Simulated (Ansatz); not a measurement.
In doubt: masses and optical values from hybrid runs of this build are listed as unsure (in some of the runs), which bears on the screening that GW takes from such a start; one-shot GW on d or f shells is unsure (in some of the runs), so the values of those runs are not to be relied on.

The crystal is TaAgO3 (R3c).

Symmetry: R3c, No. 161, trigonal system. The conventional cell has a = 5.528 Å, b = 5.528 Å, c = 13.716 Å, α = 90.00°, β = 90.00°, γ = 120.00°. Ta has 6 O at 1.96 to 2.03 Å nearest. Nearest to Ag lie 6 O at 2.40 to 2.78 Å. O has 2 Ta at 1.96 to 2.03 Å and 2 Ag at 2.40 to 2.78 Å nearest. Farther neighbours and most contacts between anions are not listed.

```cif
data_structure
_symmetry_space_group_name_H-M 'P 1'
_symmetry_Int_Tables_number 1
_cell_length_a 5.5758
_cell_length_b 5.5758
_cell_length_c 5.5758
_cell_angle_alpha 59.435
_cell_angle_beta 59.435
_cell_angle_gamma 59.435
_cell_volume 121.00
loop_
_atom_site_label
_atom_site_type_symbol
_atom_site_fract_x
_atom_site_fract_y
_atom_site_fract_z
_atom_site_occupancy
Ta1 Ta 0.99736 0.99736 0.99736 1
Ta2 Ta 0.49736 0.49736 0.49736 1
Ag3 Ag 0.24900 0.24900 0.24900 1
Ag4 Ag 0.74900 0.74900 0.74900 1
O5 O 0.81778 0.68563 0.25243 1
O6 O 0.25243 0.81778 0.68563 1
O7 O 0.68563 0.25243 0.81778 1
O8 O 0.75243 0.18563 0.31778 1
O9 O 0.18563 0.31778 0.75243 1
O10 O 0.31778 0.75243 0.18563 1
```

Geometry: measured cell, ions relaxed with LDA. The runs that relaxed it are not among those shown. Spin-orbit coupling is left out unless a run names it.

Gaps computed with Ansatz 0.2.0 without a self-energy: HSE06 3.42 eV, r2SCAN 2.32 eV and PBE0 4.17 eV.

Q: What gap should G0W0 on HSE06 give (4×4×4 mesh, 258 empty bands, screening to 96 eV, PAW set soft_1 files)?

About 3.71 eV: on its mesh the run moves the gap from 3.44 eV by +0.26 eV. A band edge moves to another state on the way. Among the scalar-relativistic levels given, HSE06 is nearest (−0.29 eV). Bands and cutoff are finite, so the gap is not at the basis limit. The miss can reach some tenths of an eV and take either sign; the mesh is an error of its own. A d shell, filled or nearly so, lies near the gap. One-shot GW converges very slowly in bands there, not always from below, and on a semilocal start the gap tends to come out low; starts rich in exact exchange can overshoot instead. The many-body steps are scalar-relativistic: spin-orbit coupling is not in them.

[Paths, hosts, dates, memory and timing lines, banners, echoed tables and standing remarks are left out of the program output.]

[Logs are printed without paths, hosts, clocks, repeated set-up lines and the standing remarks that a program may print on its own settings, such as how far it seeks lower states.]

[Runs of the session that timed out or met a known fault of the program may be left out.]

[Cells called generated may have been cut or substituted from an entry of the Crystallography Open Database or the Materials Project.]

[Hosts, paths, dates, database ids (printed as entryN), source tags and the programs' standing remarks are cut or masked in the printed files.]
